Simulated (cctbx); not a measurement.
# What is wrong with this refinement?

Cell a = 4.1810 Å, b = 4.1810 Å, c = 8.6910 Å, α = 90.00°, β = 90.00°, γ = 90.00°; space group P4/nmm (no. 129, origin choice 1). The compound is CdBrCl.

The data are simulated with cctbx, not measured: Mo Kα, λ = 0.71073 Å, to d = 0.77 Å, 70 % of the full sphere, strongest reflection 70000 counts, noise from counting, a 1.5 % proportional error and a noise floor of 4 counts (s.d.); no absorption.

An anisotropic refinement with weights 1/σ² prints:

```text
Rint 0.014, 133 unique reflections to 0.77 A
cycle     R1     wR2    GooF  max shift (A)
   1  0.1371  0.3695  40.201   0.00283
   3  0.0523  0.1260  13.707   0.00000
final R1 0.0523 wR2 0.1260 GooF 13.707  parameters 8  data/parameter 16.6
atom        x        y        z      Ueq    occ   su(xyz)  su(Uiso or U11)
Cd1    0.00000  0.50000  0.83297   0.0077  1.000  0.00023  0.0008
Co1    0.50000  0.50000  0.00000  -0.0094  1.000  0.00000  0.0008  NPD
Cl1    0.00000  0.50000  0.33335   0.0166  1.000  0.00087  0.0020
difference map: max 5.10 min -1.66 rms 0.53
Q1    0.0000  0.0000  0.0000    2    5.10  0.00 A from Co1
Q2    0.0000  0.5000  0.1183    2    1.23  1.87 A from Cl1
Q3    0.2500  0.2500  0.5000    4    1.08  2.07 A from Cl1
Q4    0.0000  0.0000  0.2387    4    0.97  2.07 A from Co1
Q5    0.0000  0.0994  0.8422    8    0.95  1.43 A from Co1
Q6    0.0000  0.1074  0.1604    8    0.95  1.47 A from Co1
```

**Question.** Can this result stand? If not, what is the likely fault?

Mend it. The fault: wrong element: Co1 is Br. Against the right model at the same level, R1 goes from 0.0042 to 0.0523 and GooF from 1.04 to 13.71, U of Co1 shrinks from 0.0050 to -0.0094 Å², the top difference peak, 5.1 e/Å³, lies on Co1 and Co1 goes non-positive-definite. Co1 has 8 electrons too few and its U shrinks to make up, as expected.

The compound is CdBrCl. The right model at the same level gives:

```text
Rint 0.014, 133 unique reflections to 0.77 A
cycle     R1     wR2    GooF  max shift (A)
   1  0.0060  0.0159   1.728   0.00009
   2  0.0042  0.0095   1.038   0.00000
final R1 0.0042 wR2 0.0095 GooF 1.038  parameters 8  data/parameter 16.6
atom        x        y        z      Ueq    occ   su(xyz)  su(Uiso or U11)
Cd1    0.00000  0.50000  0.83259   0.0057  1.000  0.00002  0.0001
Br1    0.50000  0.50000  0.00000   0.0050  1.000  0.00000  0.0001
Cl1    0.00000  0.50000  0.33341   0.0150  1.000  0.00006  0.0001
difference map: max 0.25 min -0.25 rms 0.05
Q1    0.0000  0.5000  0.0612    2    0.25  1.99 A from Cd1
Q2    0.0000  0.5000  0.4964    2    0.23  1.42 A from Cl1
Q3    0.0000  0.5000  0.1812    2    0.18  1.32 A from Cl1
Q4    0.0000  0.5000  0.7305    2    0.15  0.89 A from Cd1
Q5    0.0000  0.0000  0.2008    4    0.15  1.75 A from Br1
Q6    0.0000  0.5000  0.3785    2    0.14  0.39 A from Cl1
```

This is a model crystal, built by substitution and not relaxed, with assumed displacement parameters.

[Middle refinement cycles are left out of these outputs.]

[Logs are printed without paths, hosts, clocks, repeated set-up lines and the standing remarks that a program may print on its own settings, such as how far it seeks lower states.]
